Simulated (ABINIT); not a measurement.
## MoS2 (P6_3/mmc): G0W0 in ABINIT against the plane-wave cutoff

Wanted: the cheapest plane-wave cutoff that holds the gap of MoS2 (P6_3/mmc).

Method: PBE and many-body steps on it, plane waves, in ABINIT 10.8.3.

The database entry behind the starting cell differs from later determinations by our own check (about 0.3 % long), so it need not match the best structure at ambient conditions.

## Step 1: Starting point

Symmetry: P6_3/mmc, No. 194, hexagonal system. The conventional cell has a = 3.169 Å, b = 3.169 Å, c = 12.324 Å, α = 90.00°, β = 90.00°, γ = 120.00°. Mo has 6 S at 2.41 Å nearest. Nearest to S lie 3 Mo at 2.41 Å. Farther neighbours and most contacts between anions are not listed.

The cell and positions come from the Crystallography Open Database and are kept as given unless a step says otherwise.

## Step 2: Empty states on the mesh, 6×6×1 mesh, 379 bands

This step: ABINIT 10.8.3; DFT, PBE, plane waves, norm-conserving pseudopotentials.

The sums over transitions need many empty states on a uniform mesh; this step solves for them.

Input file run.abi:

```
acell 3*1.0 Angstrom
rprim 
  3.169000000004 -0.000000000001 0.000000000000
  -1.584500000001 2.744434504597 0.000000000000
  0.000000000000 0.000000000000 12.324000000000
ntypat 2
znucl 42 16
natom 6
typat 1 1 2 2 2 2
xred 
  0.333333333333 0.666666666667 0.250000000000
  0.666666666667 0.333333333333 0.750000000000
  0.333333333333 0.666666666667 0.623000000000
  0.666666666667 0.333333333333 0.123000000000
  0.333333333333 0.666666666667 0.877000000000
  0.666666666667 0.333333333333 0.377000000000
pp_dirpath "pseudos"
pseudos "Mo.upf, S.upf"
ecut 36
ngkpt 6 6 1
nshiftk 1
shiftk 0 0 0
kptopt 1
chksymbreak 0
iscf -2
irdden 1
istwfk *1
nband 379
nbdbuf 34
tolwfr 1e-09
nstep 60
prtvol 0
indata_prefix "in"
outdata_prefix "out"
tmpdata_prefix "tmp"
```

The run is started by

```sh
OMP_NUM_THREADS=1 mpirun -n 8 abinit run.abi > log
```

Numbers of over 12 decimals in the logs are rounded to 6 here.

Output:

```text
.Version 10.8.3 of ABINIT. v10.8.2 released Aug 2026.

 Symmetries : space group P6_3/m m c (#194); Bravais hP (primitive hexag.)
[... echo of the input left out ...]
== DATASET  1 ==================================================================
-   mpi_nproc: 8, omp_nthreads: 1 (-1 if OMP is not activated)
-    --> not optimal distribution: autoparal keyword recommended in input file <--

--- !DatasetInfo
iteration_state: {dtset: 1, }
dimensions: {natom: 6, nkpt: 7, mband: 379, nsppol: 1, nspinor: 1, nspden: 1, mpw: 7481, }
cutoff_energies: {ecut:  36.0, pawecutdg:  -1.0, }
[...]
4.45254    4.45717    4.45717    4.45878    4.45878    4.48523    4.51729    4.56759
   4.56764    4.58388    4.58416    4.60252    4.60321    4.61416    4.61603    4.64232
   4.64375    4.64981    4.66214
 prteigrs : prtvol=0 or 1, do not print more k-points.

== END DATASET(S) ==============================================================
================================================================================

 -outvars: echo values of variables after computation  --------
            nband         379
             nkpt           7
          spgroup         194
 [... the other variables as echoed above ...]

 Calculation completed.
```

Wall time 3.5 min (8 MPI ranks of Arm Neoverse V1, shared host); peak memory 0.93 GiB; 28 min of CPU time.

Numbers from this step:

- gap: 0.8887 eV
- k of the valence top: 0, 0, 0
- k of the conduction bottom: 0.1667, 0.1667, 0
- least direct gap: 1.654 eV
- k points computed: 7
- lowest point of the top converged band, above the valence top: 105.6077 eV

On this mesh the gap is 0.889 eV.

The density comes from a self-consistent run that is not shown.

## Step 3: Empty states on the mesh, 6×6×1 mesh, 114 bands

run.abi: that of step 2 with these lines changed.

```diff
@@ -18,3 +18,3 @@
 pseudos "Mo.upf, S.upf"
-ecut 36
+ecut 22
 ngkpt 6 6 1
@@ -24,10 +24,10 @@
 chksymbreak 0
-iscf -2
 irdden 1
 istwfk *1
-nband 379
-nbdbuf 34
-tolwfr 1e-09
-nstep 60
+nband 114
 prtvol 0
+optdriver 6
+gwr_task "HDIAGO"
+paral_kgb 0
+occopt 1
 indata_prefix "in"
```

Output:

```text
[banner, memory and clock lines left out]
.Version 10.8.3 of ABINIT. v10.8.2 released Aug 2026.

 Symmetries : space group P6_3/m m c (#194); Bravais hP (primitive hexag.)
[... echo of the input left out ...]
== DATASET  1 ==================================================================
-   mpi_nproc: 8, omp_nthreads: 1 (-1 if OMP is not activated)

--- !DatasetInfo
iteration_state: {dtset: 1, }
dimensions: {natom: 6, nkpt: 7, mband: 114, nsppol: 1, nspinor: 1, nspden: 1, mpw: 3587, }
cutoff_energies: {ecut:  22.0, pawecutdg:  -1.0, }
[...]
Integrated=    5.2000E+01

 === KS gaps after direct diagonalization ===
 Indirect band gap semiconductor
 Fundamental gap:     0.890 (eV)
   VBM:     8.431 (eV) at k: [ 0.0000E+00,  0.0000E+00,  0.0000E+00]
   CBM:     9.320 (eV) at k: [ 1.6667E-01,  1.6667E-01,  0.0000E+00]
 Direct gap:         1.655 (eV) at k: [ 3.3333E-01,  3.3333E-01,  0.0000E+00]

== END DATASET(S) ==============================================================

 -outvars: echo values of variables after computation  --------
           etotal      0.0000000000E+00
            nband         114
             nkpt           7
          spgroup         194
 [... the other variables as echoed above ...]

 Calculation completed.
```

The job ended after 39 s (8 MPI ranks; peak memory 5.6 GiB).

This step gave:

```yaml
gap: 0.8898 eV
k_of_the_valence_top: 0, 0, 0
k_of_the_conduction_bottom: 0.1667, 0.1667, 0
least_direct_gap: 1.655 eV
k_points_computed: 7
lowest_point_of_the_top_converged_band_above_the_valence_top: 37.03 eV
```

On this mesh the gap is 0.890 eV.

## Step 4: Empty states on the mesh, 6×6×1 mesh, 116 bands

run.abi: that of step 3 with these lines changed.

```diff
@@ -18,3 +18,3 @@
 pseudos "Mo.upf, S.upf"
-ecut 22
+ecut 29
 ngkpt 6 6 1
@@ -24,10 +24,10 @@
 chksymbreak 0
+iscf -2
 irdden 1
 istwfk *1
-nband 114
+nband 116
+nbdbuf 10
+tolwfr 1e-09
+nstep 60
 prtvol 0
-optdriver 6
-gwr_task "HDIAGO"
-paral_kgb 0
-occopt 1
 indata_prefix "in"
```

Output:

```text
.Version 10.8.3 of ABINIT. v10.8.2 released Aug 2026.

 Symmetries : space group P6_3/m m c (#194); Bravais hP (primitive hexag.)
[... echo of the input left out ...]
== DATASET  1 ==================================================================
-   mpi_nproc: 8, omp_nthreads: 1 (-1 if OMP is not activated)
-    --> not optimal distribution: autoparal keyword recommended in input file <--

--- !DatasetInfo
iteration_state: {dtset: 1, }
dimensions: {natom: 6, nkpt: 7, mband: 116, nsppol: 1, nspinor: 1, nspden: 1, mpw: 5463, }
cutoff_energies: {ecut:  29.0, pawecutdg:  -1.0, }
[...]
1.58555    1.59064    1.59674    1.61459    1.61459    1.61775    1.61775    1.65685
   1.65697    1.67841    1.69815    1.69815    1.71023    1.74981    1.74981    1.81134
   1.84371    1.84475    1.84654    1.84726
 prteigrs : prtvol=0 or 1, do not print more k-points.

== END DATASET(S) ==============================================================
================================================================================

 -outvars: echo values of variables after computation  --------
            nband         116
             nkpt           7
          spgroup         194
 [... the other variables as echoed above ...]

 Calculation completed.
```

The job ended after 24 s (8 MPI ranks; peak memory 0.63 GiB).

This step gave:

```yaml
gap: 0.8890 eV
k_of_the_valence_top: 0, 0, 0
k_of_the_conduction_bottom: 0.1667, 0.1667, 0
least_direct_gap: 1.654 eV
k_points_computed: 7
lowest_point_of_the_top_converged_band_above_the_valence_top: 37.01 eV
```

On this mesh the gap is 0.889 eV.

## Step 5: Empty states on the mesh, 6×6×1 mesh, 116 bands

run.abi: that of step 4 with these lines changed.

```diff
@@ -18,3 +18,3 @@
 pseudos "Mo.upf, S.upf"
-ecut 29
+ecut 45
 ngkpt 6 6 1
```

Output:

```text
.Version 10.8.3 of ABINIT. v10.8.2 released Aug 2026.

 Symmetries : space group P6_3/m m c (#194); Bravais hP (primitive hexag.)
[... echo of the input left out ...]
== DATASET  1 ==================================================================
-   mpi_nproc: 8, omp_nthreads: 1 (-1 if OMP is not activated)
-    --> not optimal distribution: autoparal keyword recommended in input file <--

--- !DatasetInfo
iteration_state: {dtset: 1, }
dimensions: {natom: 6, nkpt: 7, mband: 116, nsppol: 1, nspinor: 1, nspden: 1, mpw: 10467, }
cutoff_energies: {ecut:  45.0, pawecutdg:  -1.0, }
[...]
1.58532    1.59052    1.59657    1.61441    1.61441    1.61760    1.61760    1.65657
   1.65670    1.67830    1.69804    1.69804    1.70993    1.74970    1.74970    1.81113
   1.84356    1.84372    1.84633    1.86689
 prteigrs : prtvol=0 or 1, do not print more k-points.

== END DATASET(S) ==============================================================
================================================================================

 -outvars: echo values of variables after computation  --------
            nband         116
             nkpt           7
          spgroup         194
 [... the other variables as echoed above ...]

 Calculation completed.
```

Wall time 46 s (8 MPI ranks); peak memory 0.86 GiB; 6.1 min of CPU time.

Numbers from this step:

```yaml
gap: 0.8887 eV
k_of_the_valence_top: 0, 0, 0
k_of_the_conduction_bottom: 0.1667, 0.1667, 0
least_direct_gap: 1.654 eV
k_points_computed: 7
lowest_point_of_the_top_converged_band_above_the_valence_top: 37.01 eV
```

On this mesh the gap is 0.889 eV.

## Step 6: Screening, 6×6×1 mesh, 106 bands, screening to 130.6 eV

The RPA dielectric matrix is built and inverted for each q.

This step: RPA screening on PBE, plane waves, norm-conserving pseudopotentials.

run.abi: that of step 5 with these lines changed.

```diff
@@ -18,3 +18,3 @@
 pseudos "Mo.upf, S.upf"
-ecut 45
+ecut 22
 ngkpt 6 6 1
@@ -24,10 +24,11 @@
 chksymbreak 0
-iscf -2
-irdden 1
 istwfk *1
-nband 116
-nbdbuf 10
-tolwfr 1e-09
-nstep 60
-prtvol 0
+occopt 1
+irdwfk 1
+optdriver 3
+nband 106
+ecuteps 4.8
+inclvkb 2
+awtr 1
+symchi 1
 indata_prefix "in"
```

Output:

```text
.Version 10.8.3 of ABINIT. v10.8.2 released Aug 2026.

 Symmetries : space group P6_3/m m c (#194); Bravais hP (primitive hexag.)
[... echo of the input left out ...]
== DATASET  1 ==================================================================
-   mpi_nproc: 8, omp_nthreads: 1 (-1 if OMP is not activated)

--- !DatasetInfo
iteration_state: {dtset: 1, }
dimensions: {natom: 6, nkpt: 7, mband: 106, nsppol: 1, nspinor: 1, nspden: 1, mpw: 3587, }
cutoff_energies: {ecut:  22.0, pawecutdg:  -1.0, }
electrons: {nelect:   5.20000000E+01, charge:   0.00000000E+00, occopt:   1.00000000E+00, tsmear:   1.00000000E-02, }

 SCREENING: Calculation of the susceptibility and dielectric matrices

 Based on a program developped by R.W. Godby, V. Olevano, G. Onida, and L. Reining.
 Incorporated in ABINIT by V. Olevano, G.-M. Rignanese, and M. Torrent.
.Using double precision arithmetic ; gwpc =  8

[... cell and pseudopotentials left out ...]
--------------------------------------------------------------------------------

 ==== K-mesh for the wavefunctions ====
 Number of points in the irreducible wedge :     7
[... list of points left out ...]
 Together with 24 symmetry operations and time-reversal symmetry
 yields    36 points in the full Brillouin Zone.

 ==== Q-mesh for the screening function ====
 Number of points in the irreducible wedge :     7
[... list of points left out ...]
 Together with 24 symmetry operations and time-reversal symmetry
 yields    36 points in the full Brillouin Zone.

 setmesh: FFT mesh size selected  =    18x   18x   72
          total number of points  =        23328

 vcoul_init : cutoff-mode = AUXILIARY_FUNCTION
 q-points for optical limit:   1
     1)      0.000010    0.000020    0.000030

- screening: taking advantage of time-reversal symmetry
- Maximum band index for partially occupied states nbvw = 26
- Remaining bands to be divided among processors   nbcw = 80
- Number of bands treated by each node ~10

 Number of electrons calculated from density =   52.0000; Expected =   52.0000
 average of density, n =  0.071892
 r_s =    1.4919
 omega_plasma =   25.8640 [eV]

 calculating chi0 at frequencies [eV] :
  1    0.000000E+00    0.000000E+00
  2    0.000000E+00    2.586399E+01

--------------------------------------------------------------------------------
  q-point number  1        q = ( 0.000000, 0.000000, 0.000000) [r.l.u.]
--------------------------------------------------------------------------------
[... chi0 elements left out ...]
 For q-point:  0.000010 0.000020 0.000030
  dielectric constant =  14.4998
  dielectric constant without local fields =  16.3037

  Average fulfillment of the sum rule on Im[epsilon] for q-point    1 :     69.47  [%]
[... wings left out ...]
  q-point number  2        q = ( 0.166667, 0.000000, 0.000000) [r.l.u.]
--------------------------------------------------------------------------------
[... chi0 elements left out ...]
  Average fulfillment of the sum rule on Im[epsilon] for q-point    2 :     73.10  [%]

 [... 5 further q-points ...]
```

Run time: 32 s. Hardware: 8 MPI ranks; peak memory 1.6 GiB; 4.2 min of CPU time.

This step gave:

```
ε∞ with local fields, on this mesh, along the program's q direction : 14.50
the same without local fields                                       : 16.30
plasma frequency                                                    : 25.86 eV
plane waves in the screening matrix                                 : 341
```

Local fields lower ε∞ by 11 %. On a Γ-centred mesh this coarse the value itself is usually too large, while a short band sum pulls it down.

## Step 7: 22 Ha

This step: G0W0 on PBE, plane waves, norm-conserving pseudopotentials.

run.abi: that of step 6 with these lines changed.

```diff
@@ -27,8 +27,19 @@
 irdwfk 1
-optdriver 3
+optdriver 4
 nband 106
+gwcalctyp 0
+ecutsigx 22
+symsigma 1
+nkptgw 3
+kptgw 
+  0.0000000000 0.0000000000 0.0000000000
+  0.1666666667 0.1666666667 0.0000000000
+  0.3333333333 0.3333333333 0.0000000000
+bdgw 
+  25 28
+  25 28
+  25 28
 ecuteps 4.8
-inclvkb 2
-awtr 1
-symchi 1
+irdscr 1
+ppmodel 1
 indata_prefix "in"
```

Output:

```text
.Version 10.8.3 of ABINIT. v10.8.2 released Aug 2026.

 Symmetries : space group P6_3/m m c (#194); Bravais hP (primitive hexag.)
[... echo of the input left out ...]
== DATASET  1 ==================================================================
-   mpi_nproc: 8, omp_nthreads: 1 (-1 if OMP is not activated)

--- !DatasetInfo
iteration_state: {dtset: 1, }
dimensions: {natom: 6, nkpt: 7, mband: 106, nsppol: 1, nspinor: 1, nspden: 1, mpw: 3587, }
cutoff_energies: {ecut:  22.0, pawecutdg:  -1.0, }
electrons: {nelect:   5.20000000E+01, charge:   0.00000000E+00, occopt:   1.00000000E+00, tsmear:   1.00000000E-02, }

 SIGMA: Calculation of the GW corrections

 Based on a program developped by R.W. Godby, V. Olevano, G. Onida, and L. Reining.
 Incorporated in ABINIT by V. Olevano, G.-M. Rignanese, and M. Torrent.
.Using double precision arithmetic ; gwpc =  8

[... cell and pseudopotentials left out ...]
--------------------------------------------------------------------------------

 ==== K-mesh for the wavefunctions ====
 Number of points in the irreducible wedge :     7
[... list of points left out ...]
 Together with 24 symmetry operations and time-reversal symmetry
 yields    36 points in the full Brillouin Zone.

 ==== Q-mesh for screening function ====
 Number of points in the irreducible wedge :     7
[... list of points left out ...]
 Together with 24 symmetry operations and time-reversal symmetry
 yields    36 points in the full Brillouin Zone.

 vcoul_init : cutoff-mode = AUXILIARY_FUNCTION
 q-points for optical limit:   1
     1)      0.000010    0.000020    0.000030
 setmesh: FFT mesh size selected  =    24x   24x  100
          total number of points  =        57600

 Number of electrons calculated from density =   52.0000; Expected =   52.0000
 average of density, n =  0.071892
 r_s =    1.4919
 omega_plasma =   25.8640 [eV]

 === KS Band Gaps ===
  >>>> For spin  1
   Minimum direct gap =   1.6552 [eV], located at k-point      :   0.3333  0.3333  0.0000
   Fundamental gap    =   0.8898 [eV], Top of valence bands at :   0.0000  0.0000  0.0000
                                       Bottom of conduction at :   0.1667  0.1667  0.0000
 SIGMA fundamental parameters:
 PLASMON POLE MODEL  1
 number of plane-waves for SigmaX                 3577
 number of plane-waves for SigmaC and W            341
 number of plane-waves for wavefunctions          3577
 number of bands                                   106
 number of independent spin polarizations            1
 number of spinorial components                      1
 number of k-points in IBZ                           7
 number of q-points in IBZ                           7
 number of symmetry operations                      24
 number of k-points in BZ                           36
 number of q-points in BZ                           36
 number of frequencies for dSigma/dE                 9
 frequency step for dSigma/dE [eV]                0.25
 number of omega for Sigma on real axis              0
 max omega for Sigma on real axis  [eV]           0.00
 zcut for avoiding poles [eV]                     0.10

 EPSILON^-1 parameters (SCR file):
 dimension of the eps^-1 matrix on file            341
 dimension of the eps^-1 matrix used               341
 number of plane-waves for wavefunctions          3577
 number of bands                                   106
 number of q-points in IBZ                           7
 number of frequencies                               2
 number of real frequencies                          1
 number of imag frequencies                          1

 matrix elements of self-energy operator (all in [eV])

 Perturbative Calculation

--- !SelfEnergy_ee
iteration_state: {dtset: 1, }
kpoint     : [   0.000,    0.000,    0.000, ]
spin       : 1
KS_gap     :    2.103
QP_gap     :    2.487
Delta_QP_KS:    0.384
data: !SigmaeeData |
     Band     E0 <VxcDFT>   SigX SigC(E0)      Z dSigC/dE  Sig(E)    E-E0       E
       25   7.286 -15.418 -16.668   1.752   0.778  -0.286 -15.028   0.389   7.675
       26   8.431 -16.395 -17.094   1.320   0.776  -0.289 -15.913   0.482   8.913
       27  10.533 -15.683 -11.197  -3.376   0.780  -0.282 -14.817   0.866  11.399
       28  10.533 -15.683 -11.197  -3.376   0.780  -0.282 -14.817   0.866  11.399

--- !SelfEnergy_ee
iteration_state: {dtset: 1, }
kpoint     : [   0.167,    0.167,    0.000, ]
spin       : 1
KS_gap     :    2.345
QP_gap     :    2.664
Delta_QP_KS:    0.320
data: !SigmaeeData |
     Band     E0 <VxcDFT>   SigX SigC(E0)      Z dSigC/dE  Sig(E)    E-E0       E
       25   6.948 -16.030 -17.495   2.026   0.774  -0.292 -15.596   0.434   7.381
       26   6.976 -16.161 -17.562   2.002   0.775  -0.291 -15.696   0.466   7.441
[...]
--- !SelfEnergy_ee
iteration_state: {dtset: 1, }
kpoint     : [   0.333,    0.333,    0.000, ]
spin       : 1
KS_gap     :    1.655
QP_gap     :    2.184
Delta_QP_KS:    0.529
data: !SigmaeeData |
     Band     E0 <VxcDFT>   SigX SigC(E0)      Z dSigC/dE  Sig(E)    E-E0       E
[...]
26   7.830 -16.526 -17.102   1.282   0.778  -0.286 -15.977   0.549   8.379
       27   9.485 -17.616 -13.388  -2.840   0.776  -0.288 -16.538   1.078  10.563
       28   9.485 -17.616 -13.388  -2.840   0.776  -0.288 -16.538   1.078  10.563

== END DATASET(S) ==============================================================
================================================================================

 -outvars: echo values of variables after computation  --------
           etotal      0.0000000000E+00
            nband         106
             nkpt           7
          spgroup         194
 [... the other variables as echoed above ...]

 Calculation completed.
```

Wall time 16 s (8 MPI ranks); peak memory 1.3 GiB; 2.1 min of CPU time.

This step gave:

- G0W0 gap on the points computed: 1.192 eV
- starting gap on the mesh: 0.8898 eV
- k of the valence top: 0, 0, 0
- k of the conduction bottom: 0.1667, 0.1667, 0
- Z at the valence top: 0.776
- Z at the conduction bottom: 0.785
- least direct G0W0 gap on the computed points: 2.184 eV

[end of part 1 of 2]

[Paths, hosts, dates, memory and timing lines, banners, echoed tables and standing remarks are left out of the program output.]

[Logs are printed without paths, hosts, clocks, repeated set-up lines and the standing remarks that a program may print on its own settings, such as how far it seeks lower states.]

[Runs of the session that timed out or met a known fault of the program may be left out.]

[No measured gap is set beside runs whose start may be inverted or whose files or cutoffs have a known fault.]

[Hosts, paths, dates, database ids (printed as entryN), source tags and the programs' standing remarks are cut or masked in the printed files.]

[G0W0 gaps are taken among the corrected bands and points alone; a level outside them can change the order at an edge.]

[Where Ansatz stands beside ABINIT at settings called matched, ABINIT's density can come from a denser mesh and the files from another edition; pairs whose starting gaps differed by over 0.03 eV were left out, so agreement reads better than it is.]
